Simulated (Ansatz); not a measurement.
# What TaSnO3 (Pm-3m) distorts into

Aim: this structure of TaSnO3 (Pm-3m) is to be tested for unstable modes, and one is followed downhill.

Main program and level: Ansatz 0.2.0; DFT PBEsol, scalar-relativistic, plane waves, PAW; PAW set soft_1.

Report form: the programs' logs are mostly left out.

**1. Starting point**

It takes space group Pm-3m (No. 221, cubic). The conventional cell has a = 4.024 Å, b = 4.024 Å, c = 4.024 Å, α = 90.00°, β = 90.00°, γ = 90.00°. Nearest to Ta lie 6 O at 2.01 Å. Nearest to Sn lie 12 O at 2.85 Å. Nearest to O lie 2 Ta at 2.01 Å. Farther neighbours and most contacts between anions are not listed.

Structure file:

```cif
data_structure
_symmetry_space_group_name_H-M 'Pm-3m'
_symmetry_Int_Tables_number 221
_cell_length_a 4.0242
_cell_length_b 4.0242
_cell_length_c 4.0242
_cell_angle_alpha 90.000
_cell_angle_beta 90.000
_cell_angle_gamma 90.000
_cell_volume 65.17
loop_
_atom_site_label
_atom_site_type_symbol
_atom_site_symmetry_multiplicity
_atom_site_Wyckoff_symbol
_atom_site_fract_x
_atom_site_fract_y
_atom_site_fract_z
_atom_site_occupancy
Ta1 Ta 1 b 0.50000 0.50000 0.50000 1
Sn1 Sn 1 a 0.00000 0.00000 0.00000 1
O1 O 3 c 0.00000 0.50000 0.50000 1
```

**2. Phonons on a q mesh**

The cell comes from relaxations at this level that are not shown. Stability and thermal properties need the whole zone. Linear response on a 4×4×4 q mesh gives force constants as far as a supercell of that size would.

The input, input.yaml:

```yaml
crystal:
  lattice:
    - [4.0241795564, 0.0, 0.0]
    - [0.0, 4.0241795564, 0.0]
    - [0.0, 0.0, 4.0241795564]
  atoms:
    - { symbol: Ta, position: [0.5, 0.5, 0.5] }
    - { symbol: Sn, position: [0.0, 0.0, 0.0] }
    - { symbol: O, position: [0.0, 0.5, 0.5] }
    - { symbol: O, position: [0.5, 0.0, 0.5] }
    - { symbol: O, position: [0.5, 0.5, 0.0] }
kpoints:
  mp_grid: { grid: [12, 12, 12] }
hamiltonian:
  xc: pbesol
  pseudopotentials: { kind: paw, azcp: { folder: soft_1 }, xc_functional: pbe }
scf:
  occupations: { method: methfessel_paxton, width: 0.2 }
output:
  eigenvalues: true
phonons:
  method: dfpt
  qmesh: [4, 4, 4]
  temperatures: { t_max: 1000, t_step: 50 }
  qpath:
    path:
      - [[0.0, 0.0, 0.0], [0.0, 0.5, 0.0], [0.5, 0.5, 0.0], [0.0, 0.0, 0.0], [0.5, 0.5, 0.5], [0.0, 0.5, 0.0]]
      - [[0.5, 0.5, 0.5], [0.5, 0.5, 0.0]]
    npoints: 10
```

On the command line:

```console
> ansatz run input.yaml --threads 4 --pin off --max-ram 10240MiB --backend cpu --events-out ev --progress --plain --runs-dir out
```

Wall time 47 min (4 threads of Arm Neoverse V1, shared host); peak memory 6.1 GiB; 3.1 h of CPU time.

Numbers from this step:

```yaml
volume_per_atom: 13.03 Å³
gap_on_the_k_mesh: 0 eV
sum_rule_residual_before_enforcement: 7.66e-4 eV/Å²
lowest_frequency_on_the_path: -57.08 cm⁻¹
point_group: m-3m
highest_frequency_on_the_path_or_at_a_solved_wavevector: 787.1 cm⁻¹
highest_optical_mode_at_the_zone_centre_no_lo_to_term: 557.8 cm⁻¹
lowest_optical_zone_centre_mode: -33.44 cm⁻¹
lowest_mode_on_the_q_mesh_acoustic_modes_at_gamma_apart: -55.97 cm⁻¹
```

Frequencies (cm⁻¹) solved at each irreducible wavevector; negative means imaginary. Frequencies by wavevector, by row:

```tsv
q in reciprocal lattice units	star	mode 1	mode 2	mode 3	mode 4	mode 13	mode 14	mode 15
0 0 0	1	-33.4	-33.4	-33.4	0	557.8	557.8	557.8
0 0 0.25	6	-40.5	-40.5	-15.3	-15.3	525.6	525.6	594
0 0 -0.5	3	-25.2	-25.2	62.3	62.3	518.3	518.3	657.6
0 0.25 0.25	12	-56	-18.9	-13.8	47	506.6	588.1	599.8
0 0.25 -0.5	12	-26.2	-14.8	59.7	66.2	497.2	589.1	683.1
0 -0.5 -0.5	3	-8.6	24.8	24.8	41.8	486.5	644.8	723.1
0.25 0.25 0.25	8	9.4	9.4	36.9	116.2	594.9	594.9	611.6
0.25 0.25 -0.5	12	-14.7	17	25.7	85.5	597.6	604.2	704.4
0.25 -0.5 -0.5	6	-13.7	-13.3	23.3	23.3	613	658.8	748.4
-0.5 -0.5 -0.5	1	24.8	24.8	24.8	36.4	672.1	672.1	787.1
```

Interpolated from a 4×4×4 q mesh. Phonon branches along the path, in cm⁻¹:

```tsv
point	branch 1	branch 2	branch 3	branch 4	branch 12	branch 13	branch 14	branch 15
Γ	-33	-33	-33	0	269	558	558	558
halfway	-40	-40	-15	-15	260	526	526	594
X	-25	-25	62	62	319	518	518	658
halfway	-26	-15	60	66	323	497	589	683
M	-9	25	25	42	325	486	645	723
halfway	-56	-19	-14	47	280	507	588	600
Γ	-33	-33	-33	0	269	558	558	558
halfway	9	9	37	116	299	595	595	612
R	25	25	25	36	271	672	672	787
halfway	-15	17	26	85	312	598	604	704
X	-25	-25	62	62	319	518	518	658
jump to R	25	25	25	36	271	672	672	787
halfway	-14	-13	23	23	296	613	659	748
M	-9	25	25	42	325	486	645	723
```

Symmetry leaves 10 wavevectors to solve. The lowest mode among them, the acoustic zeros apart, lies at q = (0, 0.25, 0.25) and is imaginary, 56.0i cm⁻¹, so the energy falls along it.

**3. The mode frozen in, largest atomic shift 0 Å**

The mode followed lies at Γ with frequency 33.4i cm⁻¹ and is 3-fold degenerate, one of the unstable modes though not the softest. At small amplitude the distorted cell has space group no. 160 by a symmetry search on the positions. The undistorted cell that holds it gives the zero of energy on the same k mesh.

input.yaml, the sections that differ from step 2:

```yaml
output:
  forces: true
  stress: true
  eigenvalues: true
# crystal, kpoints, hamiltonian, scf: as in step 2
# phonons: removed
```

It took 2.8 s on 4 threads; peak memory 0.46 GiB.

This run has no spin polarisation although its electron count is odd.

Numbers from this step:

```
pressure                         : -0.007991 GPa
energy from the undistorted cell : 0 meV/atom
```

**4. The mode frozen in, largest atomic shift 0.22 Å**

The atoms are moved along the unstable eigenvector, the largest shift by 0.22 Å, with the cell fixed.

input.yaml, the sections that differ from step 3:

```yaml
crystal:
  lattice:
    - [4.0241795564, 0.0, 0.0]
    - [0.0, 4.0241795564, 0.0]
    - [0.0, 0.0, 4.0241795564]
  atoms:
    - { symbol: Ta, position: [0.5140341998, 0.4859658002, 0.4859658002] }
    - { symbol: Sn, position: [-0.0315634671, 0.0315634671, 0.0315634671] }
    - { symbol: O, position: [0.018059772, 0.4712950124, 0.4712950124] }
    - { symbol: O, position: [0.5287049876, -0.018059772, 0.4712950124] }
    - { symbol: O, position: [0.5287049876, 0.4712950124, -0.018059772] }
# kpoints, hamiltonian, scf, output: as in step 3
```

Wall time 11 s (4 threads); peak memory 0.63 GiB; 43 s of CPU time.

Numbers from this step:

- pressure: 1.912 GPa
- energy from the undistorted cell: -1.565 meV/atom

The energy, extrapolated to zero smearing, is -1.56 meV/atom against the undistorted cell.

The run ends at a pressure of 1.91 GPa, with forces up to 0.092 eV/Å.

**5. Energy along the mode, all amplitudes (two of the runs are shown above)**

An imaginary frequency means negative curvature, so the energy should fall and then rise again as anharmonic terms take over.

This step gave:

```
depth at the lowest point sampled  : 1.565 meV/atom
largest atomic shift at that point : 0.22 Å
```

Energy from the parent against largest atomic shift:

```tsv
largest atomic shift (Å)	energy from the parent (meV/atom)
0.000	0
0.040	-0.117
0.080	-0.449
0.140	-1.20
0.220	-1.56
0.320	5.59
```

Displacement at unit largest shift by atom:

```tsv
atom	x (Å)	y (Å)	z (Å)	size
Ta1	0.257	-0.257	-0.257	0.445
Sn2	-0.577	0.577	0.577	0.999
O3	0.330	-0.525	-0.525	0.812
O4	0.525	-0.330	-0.525	0.812
O5	0.525	-0.525	-0.330	0.812
```

The lowest of the steps tried is at 0.22 Å, 1.56 meV/atom below the parent; the bottom of the well need not coincide with a step.

**6. Relaxing from the distorted cell**

Starting from the lowest point found, all atoms and the cell are let go, so that strain and other modes of the same symmetry can join in.

input.yaml, as its differences from that of step 4:

```diff
@@ -22 +22,10 @@
   eigenvalues: true
+  write_density: true
+  write_potential: true
+  elf: true
+  volumetric_format: npy
+relax:
+  adjacent_minimum: "off"
+  f_tol: 0.002
+  max_steps: 120
+  cell: { stress_tol: 0.03 }
```

Run time: 1.9 min. Hardware: 4 threads; peak memory 0.69 GiB; 7.4 min of CPU time.

The steps of the relaxation:

```tsv
step	energy less that of the first step (eV)	largest force component (eV/Å)	pressure (GPa)	volume (Å³)
1	0.0000	0.0532	1.91	65.17
2	-0.0021	0.0148	-0.58	66.01
3	-0.0029	0.0097	-0.01	65.82
4	-0.0030	0.0078	0.01	65.81
5	-0.0030	0.0005	0.02	65.82
6*	-0.0044	0.0005	0.06	65.82
7	-0.0044	0.0033	-0.01	65.85
8	-0.0044	0.0003	0.00	65.85
9*	-0.0044	0.0002	0.00	65.85
```

Relaxation steps marked * repeat the geometry before them on a plane-wave basis chosen anew for their cell, so energy and pressure can jump there.

Forces are held to the 6 operations that the run works with; a distortion that breaks them can't arise in this run.

```tsv
conventional cell, symmetrised	before	after	change
a (Å)	5.691	5.699	+0.1 %
b (Å)	5.691	5.699	+0.1 %
c (Å)	6.970	7.024	+0.8 %
volume (Å³/atom)	13.03	13.17	+1.0 %
```

The atoms that moved most (Å, as changes of fractional coordinates times the final cell):

```tsv
atom	dx	dy	dz	length
Sn2	-0.009	0.009	0.009	0.016
Ta1	0.006	-0.006	-0.006	0.010
```

Final coordinates:

```xyz
5
Lattice="4.0381 -0.0086 -0.0086 -0.0086 4.0381 0.0086 -0.0086 0.0086 4.0381" Properties=species:S:1:pos:R:3 pbc="T T T"
Ta    2.0731    1.9564    1.9564
Sn   -0.1372    0.1372    0.1372
O     0.0692    1.9075    1.9075
O     2.1306   -0.0778    1.8989
O     2.1306    1.8989   -0.0778
```

This step gave:

* pressure: 3.76e-4 GPa
* volume per atom: 13.17 Å³

Electrostatic potential energy in the ac plane at fractional y = 0.471, with atoms of Ta and O within 0.2 Å of it. With pseudopotentials it is smooth inside the atoms' cores, unlike the true potential.

Ten even steps from '0' (-48 eV) to '9' (16 eV), each cell a mean:
```
99999732249999
99999853469999
99999987789999
99999876789999
88997633357898
44786310036885
12575200015853
12575200015853
34786410136875
78998643468998
99999877789999
99999987789999
99999843469999
99999731249999
```
Columns run along a (4.0 Å; values clipped at the 3rd and 97th percentile), rows up along c (4.0 Å). Atoms in or near the plane, at fractional coordinates: Ta at (0.52, 0.48), O at (0.02, 0.47), O at (0.53, 0.98).

Valence density in the ac plane at fractional y = 0.471, with atoms of Ta and O within 0.2 Å of it. It is the smooth field of the valence electrons, not physical close to the nuclei.

Ten even steps from '_' (0.0 e/Å³) to '@' (7.6 e/Å³), each cell a mean:
```
__________..++@@##--________
__________..--====..________
____________......__________
______________..____________
....______..::--::..________
==--..____::++++++--____..::
@@##::....==++==++==..__::**
@@##--....--**++++==..__::**
==--..____::==++==::____..--
....________::::::..______..
____________________________
____________......__________
__________..--++==::________
__________..**@@##--________
```
Columns run along a (4.0 Å), rows up along c (4.0 Å). Atoms in or near the plane, at fractional coordinates: Ta at (0.52, 0.48), O at (0.02, 0.47), O at (0.53, 0.98).

ELF in the ac plane at fractional y = 0.471, with atoms of Ta and O within 0.2 Å of it. It is the smooth field of the valence electrons, not physical close to the nuclei.

Ten even steps from '_' (0.04) to '@' (0.81), each cell a mean:
```
______..##@@%%++##@@%%==____
______..++@@@@@@@@@@##--____
....____::++**####**--..____
++==::..__..::::::....__::==
@@@@##--..==######++..::**@@
@@@@@@==::##%%##%%%%----@@@@
++##@@++--%%++..++%%====@@%%
==##@@++--%%**::**%%====@@%%
@@@@@@++::##@@%%@@##::--@@@@
@@@@##--..--******--..::##@@
++++--......::::::::..__::==
....____::++##%%%%##--..__..
______..++@@@@@@@@@@##::____
______..##@@%%++##@@%%==____
```
Columns run along a (4.0 Å), rows up along c (4.0 Å). Atoms in or near the plane, at fractional coordinates: Ta at (0.52, 0.48), O at (0.02, 0.47), O at (0.53, 0.98).

The distorted start has space group R3m; the relaxation ends in R3m.

**7. The new phase in its own primitive cell**

The relaxed structure is symmetrised, reduced to its primitive cell and relaxed tightly, as its phonons need.

The input, input.yaml:

```yaml
crystal:
  lattice:
    - [2.8492708392, 1.645027286, 2.3413976198]
    - [-2.8492708392, 1.645027286, 2.3413976198]
    - [0.0, -3.290054572, 2.3413976198]
  atoms:
    - { symbol: Ta, position: [0.5154544736, 0.5154544736, 0.5154544736] }
    - { symbol: Sn, position: [0.9661594561, 0.9661594561, 0.9661594561] }
    - { symbol: O, position: [0.5285866961, 0.5285866961, 0.019153158] }
    - { symbol: O, position: [0.019153158, 0.5285866961, 0.5285866961] }
    - { symbol: O, position: [0.5285866961, 0.019153158, 0.5285866961] }
kpoints:
  mp_grid: { grid: [9, 9, 9] }
hamiltonian:
  xc: pbesol
  pseudopotentials: { kind: paw, azcp: { folder: soft_1 }, xc_functional: pbe }
scf:
  occupations: { method: methfessel_paxton, width: 0.2 }
output:
  forces: true
  stress: true
  eigenvalues: true
relax:
  adjacent_minimum: "off"
  f_tol: 0.001
  max_steps: 60
  cell: { stress_tol: 0.01 }
```

Wall time 63 s (4 threads); peak memory 0.54 GiB.

Relaxation path:

```tsv
step	energy less that of the first step (eV)	largest force component (eV/Å)	pressure (GPa)	volume (Å³)
1	0.0000	0.0687	-0.05	65.85
2	-0.0012	0.0349	0.00	65.75
3	-0.0023	0.0692	-0.01	65.67
4	-0.0031	0.0512	0.07	65.58
5	-0.0031	0.0171	-0.10	65.61
6	-0.0032	0.0068	0.08	65.55
7	-0.0032	0.0007	0.00	65.58
8*	-0.0027	0.0008	-0.01	65.58
9	-0.0028	0.0009	0.00	65.57
10*	-0.0028	0.0009	0.00	65.57
11	-0.0028	0.0004	0.00	65.57
12*	-0.0028	0.0004	0.00	65.57
```

Relaxation steps marked * repeat the geometry before them on a plane-wave basis chosen anew for their cell, so energy and pressure can jump there.

The run keeps the 6 symmetry operations that it works with, so distortions that break them were not tested.

```tsv
conventional cell, symmetrised	before	after	change
a (Å)	5.699	5.724	+0.4 %
b (Å)	5.699	5.724	+0.4 %
c (Å)	7.024	6.933	-1.3 %
volume (Å³/atom)	13.17	13.11	-0.4 %
```

The atoms that moved most (Å, as changes of fractional coordinates times the final cell):

```tsv
atom	dx	dy	dz	length
Sn2	0.000	0.000	0.063	0.063
O4	0.005	0.003	-0.018	0.019
O5	-0.005	0.003	-0.018	0.019
O3	0.000	-0.006	-0.018	0.019
Ta1	0.000	0.000	-0.009	0.009
```

The relaxed structure:

```xyz
5
Lattice="2.8620 1.6524 2.3109 -2.8620 1.6524 2.3109 0.0000 -3.3048 2.3109" Properties=species:S:1:pos:R:3 pbc="T T T"
Ta    0.0000    0.0000    3.5643
Sn    0.0000    0.0000    6.7610
O     0.0000    1.6777    2.4693
O    -1.4530   -0.8389    2.4693
O     1.4530   -0.8389    2.4693
```

This step gave:

* pressure: -5.37e-5 GPa
* volume per atom: 13.11 Å³

The largest force component left is 0.45 meV/Å and the pressure is 0.000 GPa, within the tolerances set. The cell now holds 13.11 Å³/atom.

**8. Modes of the new phase, k-mesh 9×9×9**

A relaxed structure may still be a saddle point, so its zone-centre modes are computed. No field response is asked, since the mesh shows no gap.

input.yaml, the sections that differ from step 7:

```yaml
crystal:
  lattice:
    - [2.8620065462, 1.6523802499, 2.3108575131]
    - [-2.8620065462, 1.6523802499, 2.3108575131]
    - [0.0, -3.3047604998, 2.3108575131]
  atoms:
    - { symbol: Ta, position: [0.5141376524, 0.5141376524, 0.5141376524] }
    - { symbol: Sn, position: [0.975247291, 0.975247291, 0.975247291] }
    - { symbol: O, position: [0.5254087883, 0.5254087883, 0.01773796] }
    - { symbol: O, position: [0.01773796, 0.5254087883, 0.5254087883] }
    - { symbol: O, position: [0.5254087883, 0.01773796, 0.5254087883] }
output:
  eigenvalues: true
phonons:
  method: dfpt
# kpoints, hamiltonian, scf: as in step 7
# relax: removed
```

Wall time 98 s (4 threads); peak memory 1.4 GiB; 6.2 min of CPU time.

Numbers from this step:

```yaml
sum_rule_residual_before_enforcement: 3.93e-4 eV/Å²
point_group: 3m
highest_optical_mode_at_the_zone_centre_no_lo_to_term: 563.1 cm⁻¹
lowest_optical_zone_centre_mode: 32.14 cm⁻¹
```

Patterns of degenerate modes are one choice out of their space. The modes at Γ (shares of kinetic energy by element, %):

```tsv
mode	frequency (cm⁻¹)	symmetry	Ta %	Sn %	O %
1	0.0	acoustic	52	34	14
2	0.0	acoustic	52	34	14
3	0.0	acoustic	52	34	14
4	32.1	E	21	65	14
5	32.1	E	21	65	14
6	63.1	A1	22	65	14
7	267.9	A1	23	1	76
8	271.3	E	17	1	82
9	271.3	E	17	1	82
10	285.9	E	7	0	93
11	285.9	E	7	0	93
12	289.3	A2	0	0	100
13	548.0	A1	4	0	96
14	563.1	E	3	0	97
15	563.1	E	3	0	97
```

Displacements in mode 5 (32.1 cm⁻¹), the largest set to 1:
```
Ta1 -0.46  0.06  0.00
Sn2  1.00 -0.13  0.00
O3  -0.83  0.08  0.01
O4  -0.69  0.19  0.07
O5  -0.67  0.01 -0.08
```

Displacements in mode 7 (267.9 cm⁻¹), the largest set to 1:
```
Ta1  0.00  0.00  0.32
Sn2  0.00  0.00 -0.08
O3   0.00 -0.55 -1.00
O4   0.47  0.27 -1.00
O5  -0.47  0.27 -1.00
```

Before it was imposed, the acoustic sum rule was missed by 3.9e-4 eV/Å². Small misses are needed for a sound result but don't prove that mesh and cutoff are converged. The lowest optical mode is real, 32.1 cm⁻¹.

**9. Outcome**

| Item | Value |
| --- | --- |
| unstable mode of the parent | q = (0, 0, 0), 33i cm⁻¹ |
| depth at the lowest point sampled | 1.56 meV/atom |
| largest atomic shift at that point | 0.22 Å |
| space group reached (within 0.01 Å) | R3m |
| energy gained over the parent (first relaxation, on the mesh of the frozen mode) | 2.49 meV/atom |
| volume per atom, phase reached | 13.1 Å³ |
| lowest optical zone-centre mode, phase reached | 32.1 cm⁻¹ |
| highest optical mode at the zone centre (no LO-TO term), phase reached | 563 cm⁻¹ |

**Reading.** Along this mode the structure falls into R3m, 2.49 meV/atom below the parent. At the parent's cell the well is 1.565 meV/atom deep on the steps tried, with its lowest point at a shift of 0.22 Å. Relaxing atoms and cell changes the gain by +0.93 meV/atom against the lowest step (energies at zero smearing). The new phase has no imaginary mode at the zone centre of its cell; other wavevectors were not checked. Of the 5 patterns followed to their end from this parent, this one reaches the lowest energy. Another end point lies within 1 meV/atom; how such a difference moves with mesh and cutoff was not tested. Each path keeps the symmetry of its pattern, so a lower phase may lie along a pattern not tried. With no gap, or one that is small against the smearing, the frequencies hang on the k mesh and the smearing, most of all near Kohn anomalies. The phonon runs are without spin polarisation, although the cell has an odd electron count. Spin-orbit coupling is left out, which can matter for the heavy elements here. The PAW files were made for PBE and serve the other functionals too.

[Logs are printed without paths, hosts, clocks, repeated set-up lines and the standing remarks that a program may print on its own settings, such as how far it seeks lower states.]

[Hosts, paths, dates, database ids (printed as entryN), source tags and the programs' standing remarks are cut or masked in the printed files.]
